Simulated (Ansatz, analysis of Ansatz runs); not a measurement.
# Na2WO4 (Fd-3m), nudged elastic band: Na_i by the interstitialcy path (q = +1), part 3 of 4

How high is the barrier when Na changes place in Na2WO4 (Fd-3m)? The case: Na_i by the interstitialcy path, charge +1, in a cell of 56 host atoms with 1 Na put in.

Ansatz 0.2.0; plane-wave PAW DFT, PBEsol; nudged elastic band between two relaxed defect structures at fixed charge in a uniform background.

So far: Set-up; Relaxation of the start point, charge +1; Relaxation of the end point, charge +1.

**4. Nudged elastic band, charge +1**

5 movable images are laid between the ends on a pair-potential path, which keeps atoms from colliding in the first guess. Each image feels the true force across the path and a spring force along it. The highest image is set to climb to the top of the path.

This step: plane-wave PAW DFT, PBEsol; nudged elastic band between two relaxed defect structures at fixed charge in a uniform background.

The input, qp1.neb/input.yaml:

```yaml
crystal:
  lattice:
    - [9.1091061, 0.0, 0.0]
    - [0.0, 9.1091061, 0.0]
    - [0.0, 0.0, 9.1091061]
  atoms:
    - { symbol: Na, position: [0.10074275, 0.39951104, 0.39961606] }
    - { symbol: Na, position: [0.12404663, 0.87150276, 0.87121898] }
    - { symbol: Na, position: [0.62926132, 0.37667992, 0.87122772] }
    - { symbol: Na, position: [0.62926517, 0.8714933, 0.37643267] }
    - { symbol: Na, position: [0.39913659, 0.101131, 0.39946084] }
    - { symbol: Na, position: [0.37623165, 0.62960247, 0.87129789] }
    - { symbol: Na, position: [0.87114039, 0.12448804, 0.87131839] }
    - { symbol: Na, position: [0.87112421, 0.62958749, 0.37638173] }
    - { symbol: Na, position: [0.39947163, 0.3995829, 0.10091633] }
    - { symbol: Na, position: [0.37632057, 0.8714299, 0.62941806] }
    - { symbol: Na, position: [0.87106984, 0.37668101, 0.62942332] }
    - { symbol: Na, position: [0.87107732, 0.87145997, 0.12417872] }
    - { symbol: Na, position: [0.10109892, 0.10115057, 0.10130277] }
    - { symbol: Na, position: [0.12411366, 0.62957797, 0.62933437] }
    - { symbol: Na, position: [0.62919255, 0.12450173, 0.62935301] }
    - { symbol: Na, position: [0.6291728, 0.62958809, 0.12427201] }
    - { symbol: W, position: [0.25008746, 0.25048659, 0.7503109] }
    - { symbol: W, position: [0.25010355, 0.75028617, 0.25024951] }
    - { symbol: W, position: [0.75007232, 0.25048103, 0.2502478] }
    - { symbol: W, position: [0.75013768, 0.75060452, 0.75025616] }
    - { symbol: W, position: [0.0010243, 0.00130823, 0.49956477] }
    - { symbol: W, position: [0.0008582, 0.49985085, 0.00104746] }
    - { symbol: W, position: [0.49942428, 0.00127866, 0.00114258] }
    - { symbol: W, position: [0.49955075, 0.49984442, 0.49973601] }
    - { symbol: O, position: [0.36434665, 0.13613838, 0.63939877] }
    - { symbol: O, position: [0.36444735, 0.63947781, 0.13587269] }
    - { symbol: O, position: [0.86100608, 0.13615755, 0.13597811] }
    - { symbol: O, position: [0.86345514, 0.63725651, 0.636888] }
    - { symbol: O, position: [0.13569783, 0.36478833, 0.63947125] }
    - { symbol: O, position: [0.13574856, 0.86112689, 0.13591916] }
    - { symbol: O, position: [0.63930685, 0.36481799, 0.13581819] }
    - { symbol: O, position: [0.63677714, 0.86394482, 0.63689693] }
    - { symbol: O, position: [0.13578913, 0.13618456, 0.86123945] }
    - { symbol: O, position: [0.13576497, 0.63940651, 0.36455783] }
    - { symbol: O, position: [0.63909413, 0.13616879, 0.36448205] }
    - { symbol: O, position: [0.63677483, 0.63725756, 0.86356839] }
    - { symbol: O, position: [0.36446767, 0.36486567, 0.86102809] }
    - { symbol: O, position: [0.36439237, 0.86117217, 0.36455218] }
    - { symbol: O, position: [0.86080744, 0.36483499, 0.36463125] }
    - { symbol: O, position: [0.86347179, 0.86394014, 0.86358279] }
    - { symbol: O, position: [0.38548185, 0.1152232, 0.11509407] }
    - { symbol: O, position: [0.38637063, 0.61280726, 0.61273735] }
    - { symbol: O, position: [0.88805417, 0.1144542, 0.6125787] }
    - { symbol: O, position: [0.88788499, 0.61282074, 0.11424658] }
    - { symbol: O, position: [0.11480244, 0.38593952, 0.11499871] }
    - { symbol: O, position: [0.11419252, 0.88832912, 0.61256796] }
    - { symbol: O, position: [0.61254262, 0.38666018, 0.61272229] }
    - { symbol: O, position: [0.61242161, 0.88830655, 0.11432404] }
    - { symbol: O, position: [0.11499115, 0.11526744, 0.38563679] }
    - { symbol: O, position: [0.11405209, 0.61283684, 0.88809358] }
    - { symbol: O, position: [0.6124419, 0.11443794, 0.88818808] }
    - { symbol: O, position: [0.61253112, 0.61283811, 0.38657031] }
    - { symbol: O, position: [0.38565843, 0.38590016, 0.3858285] }
    - { symbol: O, position: [0.38628838, 0.88828518, 0.88817333] }
    - { symbol: O, position: [0.88790888, 0.38666192, 0.88808089] }
    - { symbol: O, position: [0.88805252, 0.88831633, 0.38643143] }
    - { symbol: Na, position: [0.25024212, 0.25084845, 0.25031626] }
total_charge: 1
basis:
  ecutwfc: 420
  xc_grid: 2
hamiltonian:
  xc: pbesol
kpoints:
  mp_grid: { grid: [1, 1, 1], shift: [0.25, 0.25, 0.25] }
scf:
  occupations: { method: fixed }
  max_iter: 100
output:
  forces: true
neb:
  images: 5
  f_tol: 0.04
  climbing: true
  initial_path: idpp
  max_iterations: 45
  order_check: false
  final_atoms:
    - { symbol: Na, position: [0.0010095, 0.49968802, 0.49946782] }
    - { symbol: Na, position: [0.12718165, 0.87894288, 0.87873173] }
[... 2 atom lines left out ...]
    - { symbol: Na, position: [0.38007709, 0.12080718, 0.37351977] }
[... 3 atom lines left out ...]
    - { symbol: Na, position: [0.38006048, 0.37377647, 0.1205583] }
[... 3 atom lines left out ...]
    - { symbol: Na, position: [0.12709654, 0.12083379, 0.12058184] }
[... 15 atom lines left out ...]
    - { symbol: O, position: [0.13645905, 0.36437312, 0.635134] }
[... 4 atom lines left out ...]
    - { symbol: O, position: [0.13644251, 0.63538769, 0.36416304] }
[... 4 atom lines left out ...]
    - { symbol: O, position: [0.86538734, 0.36435532, 0.36407218] }
[... 1 atom line left out ...]
    - { symbol: O, position: [0.38775483, 0.11318658, 0.11291315] }
[... 3 atom lines left out ...]
    - { symbol: O, position: [0.11542491, 0.38557493, 0.11058985] }
[... 3 atom lines left out ...]
    - { symbol: O, position: [0.11543107, 0.11082832, 0.38529217] }
[... 3 atom lines left out ...]
    - { symbol: O, position: [0.39021306, 0.38553062, 0.38529001] }
[... 3 atom lines left out ...]
    - { symbol: Na, position: [0.15037025, 0.3506855, 0.35043341] }
```

Launch:

```
$ ansatz run input.yaml --threads 8 --pin off --max-ram 14131MiB --backend cpu --events-out ev --progress --plain --runs-dir out
```

Numbers of over 12 decimals in the logs are rounded to 6 here.

Output:

```text
[...]
Warning: neb: disabling space-group detection — the band's intermediate images generally break the endpoint symmetry, so the full k-mesh is solved, and no spatial operation symmetrises the density, except that a semilocal band can use its path's symmetry [...]
[...]
parallel-image band execution: 5 concurrent image workers
NEB image 0
Crystal: 57 atoms, lattice volume = 755.835 Å³
Basis set: ecut = 420 eV, 14771 PW (Γ), exchange–correlation on 128×128×128 points (8 copies of the dense FFT grid, shifted against one another)
Bands: 285, of which v1, the nominal top of the filled ones, is band 228 counted from 1 (227 counted from 0)
Symmetry: 1 space group operations
k-points: 1
[...]
SCF iter   1: F=—  HF=-125135.525963 eV  |F-HF|=—  |Δ(HF+E_count)|=         —  Δρ=1.31e-2  dr2=1.57e0  ethr=1.77e-3  ⟨swp⟩=5.0  Hψ=840  notcnv=0  defer=40
[...]
SCF iter  10: F=-125135.219314 eV  HF=-125135.219314 eV  |F-HF|=1.06e-8  |Δ(HF+E_count)|=   6.64e-8  Δρ=2.15e-6  dr2=3.68e-8  ethr=2.19e-11  ⟨swp⟩=3.0  Hψ=852  notcnv=0
SCF 1 converged in 10 iterations: F = -125135.219314 eV  dr2 = 3.68e-8
[...]
NSCF: frozen V_eff on 1 k-points
NEB image 6
SCF iter   1: F=—  HF=-125135.526112 eV  |F-HF|=—  |Δ(HF+E_count)|=         —  Δρ=1.31e-2  dr2=1.57e0  ethr=1.77e-3  ⟨swp⟩=5.0  Hψ=840  notcnv=0  defer=40
[...]
SCF iter  10: F=-125135.219376 eV  HF=-125135.219376 eV  |F-HF|=1.04e-8  |Δ(HF+E_count)|=   6.66e-8  Δρ=2.14e-6  dr2=3.64e-8  ethr=2.19e-11  ⟨swp⟩=3.0  Hψ=851  notcnv=0
SCF 2 converged in 10 iterations: F = -125135.219376 eV  dr2 = 3.64e-8
[...]
NEB end point (image 0): max|allowed force component| = 9.772e-3 eV/Å (the criterion of neb.relax_end_points is 1.000e-2)
NEB end point (image 6): max|allowed force component| = 4.520e-3 eV/Å (the criterion of neb.relax_end_points is 1.000e-2)
NEB image 1
SCF iter   1: F=—  HF=-125135.315313 eV  |F-HF|=—  |Δ(HF+E_count)|=         —  Δρ=1.31e-2  dr2=1.58e0  ethr=1.77e-3  ⟨swp⟩=5.0  Hψ=839  notcnv=0  defer=40
[...]
SCF iter  10: F=-125135.006586 eV  HF=-125135.006586 eV  |F-HF|=5.46e-9  |Δ(HF+E_count)|=   3.51e-8  Δρ=1.91e-6  dr2=3.17e-8  ethr=2.19e-11  ⟨swp⟩=4.0  Hψ=770  notcnv=0
SCF 3 converged in 10 iterations: F = -125135.006586 eV  dr2 = 3.17e-8
NEB image 2
SCF iter   1: F=—  HF=-125135.001633 eV  |F-HF|=—  |Δ(HF+E_count)|=         —  Δρ=1.32e-2  dr2=1.61e0  ethr=1.77e-3  ⟨swp⟩=5.0  Hψ=859  notcnv=0  defer=41
[...]
SCF iter  10: F=-125134.687210 eV  HF=-125134.687210 eV  |F-HF|=1.24e-8  |Δ(HF+E_count)|=   8.80e-8  Δρ=2.33e-6  dr2=4.12e-8  ethr=2.19e-11  ⟨swp⟩=3.0  Hψ=965  notcnv=0
SCF 4 converged in 10 iterations: F = -125134.687210 eV  dr2 = 4.12e-8
NEB image 3
SCF iter   1: F=—  HF=-125134.888393 eV  |F-HF|=—  |Δ(HF+E_count)|=         —  Δρ=1.32e-2  dr2=1.62e0  ethr=1.77e-3  ⟨swp⟩=5.0  Hψ=859  notcnv=0  defer=40
[...]
SCF iter  10: F=-125134.571247 eV  HF=-125134.571247 eV  |F-HF|=1.21e-8  |Δ(HF+E_count)|=   1.29e-7  Δρ=2.50e-6  dr2=4.38e-8  ethr=2.19e-11  ⟨swp⟩=3.0  Hψ=982  notcnv=0
SCF 5 converged in 10 iterations: F = -125134.571247 eV  dr2 = 4.38e-8
NEB image 4
SCF iter   1: F=—  HF=-125135.038680 eV  |F-HF|=—  |Δ(HF+E_count)|=         —  Δρ=1.31e-2  dr2=1.60e0  ethr=1.77e-3  ⟨swp⟩=5.0  Hψ=859  notcnv=0  defer=41
[...]
SCF iter  10: F=-125134.725198 eV  HF=-125134.725198 eV  |F-HF|=1.16e-8  |Δ(HF+E_count)|=   9.22e-8  Δρ=2.27e-6  dr2=3.99e-8  ethr=2.19e-11  ⟨swp⟩=3.0  Hψ=964  notcnv=0
SCF 6 converged in 10 iterations: F = -125134.725198 eV  dr2 = 3.99e-8
NEB image 5
SCF iter   1: F=—  HF=-125135.338758 eV  |F-HF|=—  |Δ(HF+E_count)|=         —  Δρ=1.31e-2  dr2=1.57e0  ethr=1.77e-3  ⟨swp⟩=5.0  Hψ=839  notcnv=0  defer=40
[...]
SCF iter  10: F=-125135.030333 eV  HF=-125135.030333 eV  |F-HF|=6.36e-9  |Δ(HF+E_count)|=   3.79e-8  Δρ=1.94e-6  dr2=3.26e-8  ethr=2.19e-11  ⟨swp⟩=4.0  Hψ=769  notcnv=0
SCF 7 converged in 10 iterations: F = -125135.030333 eV  dr2 = 3.26e-8
NEB iter   1: max|band force component| = 1.183e0 eV/Å  barrier→ = 0.6481 eV  barrier← = 0.6481 eV  Δτ_max = 0.0612 Å  (70 SCF iters)
NEB image 1
[...]
SCF iter   9: F=-125135.092979 eV  HF=-125135.092979 eV  |F-HF|=7.57e-10  |Δ(HF+E_count)|=   8.50e-8  Δρ=1.98e-6  dr2=2.87e-8  ethr=2.19e-11  ⟨swp⟩=3.0  Hψ=950  notcnv=0
SCF 8 converged in 9 iterations: F = -125135.092979 eV  dr2 = 2.87e-8
NEB image 2
[...]
SCF iter  10: F=-125134.875177 eV  HF=-125134.875177 eV  |F-HF|=4.23e-9  |Δ(HF+E_count)|=   1.46e-7  Δρ=1.22e-6  dr2=1.35e-8  ethr=2.19e-11  ⟨swp⟩=3.0  Hψ=964  notcnv=0
SCF 9 converged in 10 iterations: F = -125134.875177 eV  dr2 = 1.35e-8
NEB image 3
[...]
SCF iter  10: F=-125134.786138 eV  HF=-125134.786138 eV  |F-HF|=4.26e-9  |Δ(HF+E_count)|=   1.69e-7  Δρ=1.37e-6  dr2=1.50e-8  ethr=2.19e-11  ⟨swp⟩=3.0  Hψ=966  notcnv=0
SCF 10 converged in 10 iterations: F = -125134.786138 eV  dr2 = 1.50e-8
NEB image 4
[...]
SCF iter  10: F=-125134.892528 eV  HF=-125134.892528 eV  |F-HF|=8.82e-9  |Δ(HF+E_count)|=   1.45e-7  Δρ=1.44e-6  dr2=1.88e-8  ethr=2.19e-11  ⟨swp⟩=3.0  Hψ=959  notcnv=0
SCF 11 converged in 10 iterations: F = -125134.892528 eV  dr2 = 1.88e-8
NEB image 5
[...]
SCF iter   9: F=-125135.104547 eV  HF=-125135.104547 eV  |F-HF|=1.05e-9  |Δ(HF+E_count)|=   9.18e-8  Δρ=1.84e-6  dr2=2.52e-8  ethr=2.19e-11  ⟨swp⟩=3.0  Hψ=964  notcnv=0
SCF 12 converged in 9 iterations: F = -125135.104547 eV  dr2 = 2.52e-8
NEB iter   2: max|band force component| = 7.557e-1 eV/Å  barrier→ = 0.4332 eV  barrier← = 0.4332 eV  Δτ_max = 0.0575 Å  (48 SCF iters)
NEB image 1
[...]
SCF iter  10: F=-125135.140633 eV  HF=-125135.140633 eV  |F-HF|=6.45e-9  |Δ(HF+E_count)|=   5.32e-8  Δρ=1.24e-6  dr2=1.48e-8  ethr=2.19e-11  ⟨swp⟩=2.0  Hψ=877  notcnv=0
SCF 13 converged in 10 iterations: F = -125135.140633 eV  dr2 = 1.48e-8
NEB image 2
[...]
SCF iter  10: F=-125134.957840 eV  HF=-125134.957840 eV  |F-HF|=3.40e-8  |Δ(HF+E_count)|=   6.71e-8  Δρ=2.25e-6  dr2=4.61e-8  ethr=2.19e-11  ⟨swp⟩=2.0  Hψ=843  notcnv=0
SCF 14 converged in 10 iterations: F = -125134.957840 eV  dr2 = 4.61e-8
NEB image 3
[...]
SCF iter  10: F=-125134.869872 eV  HF=-125134.869872 eV  |F-HF|=2.00e-8  |Δ(HF+E_count)|=   8.24e-8  Δρ=1.76e-6  dr2=3.04e-8  ethr=2.19e-11  ⟨swp⟩=2.0  Hψ=846  notcnv=0
SCF 15 converged in 10 iterations: F = -125134.869872 eV  dr2 = 3.04e-8
[...]
NEB iter   5: max|band force component| = 4.222e-2 eV/Å  barrier→ = 0.3357 eV  barrier← = 0.3357 eV  CI = image 3  Δτ_max = 0.0135 Å  (40 SCF iters)
NEB image 1
[...]
SCF iter   8: F=-125135.148044 eV  HF=-125135.148044 eV  |F-HF|=9.63e-9  |Δ(HF+E_count)|=   7.97e-8  Δρ=1.34e-6  dr2=1.84e-8  ethr=2.19e-11  ⟨swp⟩=3.0  Hψ=870  notcnv=0
SCF 28 converged in 8 iterations: F = -125135.148044 eV  dr2 = 1.84e-8
NEB image 2
[...]
SCF iter   8: F=-125134.969188 eV  HF=-125134.969188 eV  |F-HF|=2.55e-8  |Δ(HF+E_count)|=   1.21e-8  Δρ=2.01e-6  dr2=3.40e-8  ethr=2.19e-11  ⟨swp⟩=2.0  Hψ=872  notcnv=0
SCF 29 converged in 8 iterations: F = -125134.969188 eV  dr2 = 3.40e-8
NEB image 3
[...]
SCF iter   8: F=-125134.884366 eV  HF=-125134.884366 eV  |F-HF|=4.27e-8  |Δ(HF+E_count)|=   1.07e-8  Δρ=2.58e-6  dr2=5.25e-8  ethr=2.19e-11  ⟨swp⟩=4.0  Hψ=832  notcnv=0
SCF 30 converged in 8 iterations: F = -125134.884366 eV  dr2 = 5.25e-8
NEB image 4
[...]
SCF iter   8: F=-125134.969161 eV  HF=-125134.969161 eV  |F-HF|=3.24e-8  |Δ(HF+E_count)|=   2.45e-8  Δρ=2.16e-6  dr2=3.94e-8  ethr=2.19e-11  ⟨swp⟩=2.0  Hψ=886  notcnv=0
SCF 31 converged in 8 iterations: F = -125134.969161 eV  dr2 = 3.94e-8
NEB image 5
[...]
SCF iter   8: F=-125135.147119 eV  HF=-125135.147119 eV  |F-HF|=3.34e-8  |Δ(HF+E_count)|=   3.07e-8  Δρ=2.20e-6  dr2=4.00e-8  ethr=2.19e-11  ⟨swp⟩=2.0  Hψ=876  notcnv=0
SCF 32 converged in 8 iterations: F = -125135.147119 eV  dr2 = 4.00e-8
NEB image 1
[...]
NEB image 2
[...]
NEB image 4
[...]
NEB image 5
[...]
NEB image 3
[...]
the band table was solved once a step of the walk had ended and its energy, with any forces and stress, was formed, with the checks that follow a solve (1097 applications of the Hamiltonian). They found nothing against the state; [...]
NEB iter   6: max|band force component| = 2.365e-2 eV/Å  barrier→ = 0.3349 eV  barrier← = 0.3350 eV  CI = image 3  Δτ_max = 0.0000 Å  (40 SCF iters)
SCF converged after 8 iterations
Free energy (F): -125134.884366 eV
[...]
Internal energy: -125134.884366 eV  (E = F + TS)
E sigma→0 (E₀):  -125134.884366 eV
Fermi energy:    4.542419 eV
[...]
--- Forces (eV/Å), atoms counted from 1 ---
  atom   1  Na     0.00458933    -0.00314632    -0.00459125
  atom   2  Na    -0.00002431    -0.00268571    -0.00362467
  [... 2 atoms left out ...]
  atom   5  Na     0.00199732    -0.00171317     0.00416042
  [... 3 atoms left out ...]
  atom   9  Na    -0.00356630     0.00172507     0.00312547
  [... 3 atoms left out ...]
  atom  13  Na    -0.00449988    -0.00239024    -0.00278573
  [... 20 atoms left out ...]
  atom  34  O     -0.00648625    -0.00717311     0.00704101
  [... 4 atoms left out ...]
  atom  39  O      0.00602443     0.00822213     0.00821483
  [... 5 atoms left out ...]
  atom  45  O      0.01585530    -0.01998237     0.02358950
  [... 3 atoms left out ...]
  atom  49  O      0.01026018     0.01151266    -0.00873016
  [... 3 atoms left out ...]
  atom  53  O     -0.01231998    -0.01546405    -0.00857216
  [... 3 atoms left out ...]
  atom  57  Na    -0.00916239     0.00962910    -0.00334013
  max |Σ_I F_I| component: 4.32e-5 eV/Å
--- Band table (eV) ---
[...]
this run last wrote the band of iteration 6 to <dir>
--- NEB band (7 images, 6 band iterations, 293 SCF iterations) ---
  forward barrier  = 0.334948 eV
  backward barrier = 0.335010 eV
  climbing image's point = of an order that was not read
  energies are F+E_penalty+E_count in eV, relative to image 0
  image     s (Å)  Δ vs image 0  max|band force component| (eV/Å)
      0    0.0000      0.000000                                 —
      1    0.4433      0.071270                          1.418e-2
      2    0.8865      0.250126                          2.074e-2
  *   3    1.3297      0.334948                          2.365e-2
      4    1.7694      0.250153                          1.456e-2
      5    2.2092      0.072194                          1.123e-2
      6    2.6491     -0.000062                                 —
  climbing-image geometry (image 3):
  cell:  # Å, volume = 755.8355 Å³
    - [9.1091061, 0.0, 0.0]
    - [0.0, 9.1091061, 0.0]
    - [0.0, 0.0, 9.1091061]
  atoms:
    - { symbol: Na, position: [0.051828, 0.440158, 0.451139] }
    - { symbol: Na, position: [0.125625, 0.875270, 0.875143] }
    - { symbol: Na, position: [0.625668, 0.375336, 0.874872] }
    - { symbol: Na, position: [0.625449, 0.875265, 0.374931] }
    - { symbol: Na, position: [0.388535, 0.108739, 0.379846] }
    - { symbol: Na, position: [0.376919, 0.625985, 0.874683] }
    - { symbol: Na, position: [0.874348, 0.124408, 0.875563] }
    - { symbol: Na, position: [0.862557, 0.641609, 0.369912] }
    - { symbol: Na, position: [0.393397, 0.378059, 0.108301] }
    - { symbol: Na, position: [0.378380, 0.875207, 0.627880] }
    - { symbol: Na, position: [0.857839, 0.372317, 0.641533] }
    - { symbol: Na, position: [0.872848, 0.874951, 0.122077] }
    - { symbol: Na, position: [0.121204, 0.107728, 0.112116] }
    - { symbol: Na, position: [0.130088, 0.642698, 0.637938] }
    - { symbol: Na, position: [0.624928, 0.124042, 0.626726] }
    - { symbol: Na, position: [0.626020, 0.626319, 0.123109] }
    - { symbol: W, position: [0.253251, 0.247385, 0.753772] }
    - { symbol: W, position: [0.251612, 0.747927, 0.248924] }
    - { symbol: W, position: [0.748182, 0.247730, 0.247635] }
    - { symbol: W, position: [0.754065, 0.748273, 0.746073] }
    - { symbol: W, position: [-0.000664, 0.002347, 0.501281] }
    - { symbol: W, position: [-0.002029, 0.502993, -0.003884] }
    - { symbol: W, position: [0.497257, 0.002261, 0.003744] }
    - { symbol: W, position: [0.503014, 0.502676, 0.502251] }
    - { symbol: O, position: [0.363133, 0.137134, 0.634260] }
    - { symbol: O, position: [0.363873, 0.632713, 0.136702] }
    - { symbol: O, position: [0.866713, 0.136934, 0.137274] }
    - { symbol: O, position: [0.868386, 0.633984, 0.631654] }
    - { symbol: O, position: [0.135387, 0.365331, 0.651075] }
    - { symbol: O, position: [0.137830, 0.859563, 0.135372] }
    - { symbol: O, position: [0.638420, 0.361389, 0.132154] }
    - { symbol: O, position: [0.639901, 0.862307, 0.634830] }
    - { symbol: O, position: [0.140331, 0.132136, 0.864710] }
    - { symbol: O, position: [0.136071, 0.638643, 0.364372] }
    - { symbol: O, position: [0.636701, 0.133058, 0.360606] }
    - { symbol: O, position: [0.640183, 0.636754, 0.859937] }
    - { symbol: O, position: [0.369098, 0.360834, 0.863377] }
    - { symbol: O, position: [0.364988, 0.859886, 0.362569] }
    - { symbol: O, position: [0.852316, 0.365178, 0.364934] }
    - { symbol: O, position: [0.865342, 0.862230, 0.860203] }
    - { symbol: O, position: [0.382968, 0.116624, 0.118108] }
    - { symbol: O, position: [0.384557, 0.613444, 0.612730] }
    - { symbol: O, position: [0.887094, 0.117629, 0.613458] }
    - { symbol: O, position: [0.887932, 0.613253, 0.115511] }
    - { symbol: O, position: [0.115865, 0.385136, 0.098807] }
    - { symbol: O, position: [0.113125, 0.890736, 0.614852] }
    - { symbol: O, position: [0.612794, 0.388962, 0.617699] }
    - { symbol: O, position: [0.611327, 0.888242, 0.115087] }
    - { symbol: O, position: [0.114869, 0.111560, 0.385732] }
    - { symbol: O, position: [0.110935, 0.618287, 0.885252] }
    - { symbol: O, position: [0.611190, 0.113687, 0.889817] }
    - { symbol: O, position: [0.614449, 0.617389, 0.389287] }
    - { symbol: O, position: [0.398908, 0.385349, 0.384831] }
    - { symbol: O, position: [0.385911, 0.888300, 0.889691] }
    - { symbol: O, position: [0.882161, 0.389487, 0.886489] }
    - { symbol: O, position: [0.885960, 0.890371, 0.387673] }
    - { symbol: Na, position: [0.199184, 0.310199, 0.299109] }
```

Run time: 4.6 min. Hardware: 8 threads of Arm Neoverse V2, shared host; peak memory 5.6 GiB.

Images along the path:

```
image  path (Å)  energy (eV)    Na57: x, y, z (Å)
    0     0.000       0.0000  2.279, 2.285, 2.280
    1     0.443       0.0713  2.156, 2.455, 2.388
    2     0.886       0.2501  1.988, 2.640, 2.553
    3     1.330       0.3349  1.814, 2.826, 2.725
    4     1.769       0.2502  1.657, 2.982, 2.883
    5     2.209       0.0722  1.502, 3.121, 3.041
    6     2.649      -0.0001  1.370, 3.194, 3.192
```

Read from the output:

| Quantity | Value |
| --- | --- |
| free energy | -125134.8844 eV |
| barrier forward | 0.3349 eV |
| barrier backward | 0.3350 eV |
| end less start | -6.24e-5 eV |
| hop length | 1.577 Å |

Track of the atom that was set to move:

```
image  x (Å)  y (Å)  z (Å)  nearest neighbour  distance (Å)
    0  2.279  2.285   2.28                  O         2.134
    1  2.156  2.455  2.388                  O         2.103
    2  1.988   2.64  2.553                  O         2.082
    3  1.814  2.826  2.725                  O         2.091
    4  1.657  2.982  2.883                  O         2.122
    5  1.502  3.121  3.041                  O         2.171
    6   1.37  3.194  3.192                  O          2.23
```

The band met its tolerance of 0.04 eV/Å after 6 iterations, with image 3 on top (the start counts as 0). Na57, which moves farthest between the ends, has 4 O at 2.13 Å and 4 Na at 2.35 Å nearest at the start and 3 O at 2.09 to 2.12 Å and 1 Na at 2.26 Å at the top.

[end of part 3 of 4]

[Logs are printed without paths, hosts, clocks, repeated set-up lines and the standing remarks that a program may print on its own settings, such as how far it seeks lower states.]

[Hosts, paths, dates, database ids (printed as entryN), source tags and the programs' standing remarks are cut or masked in the printed files.]
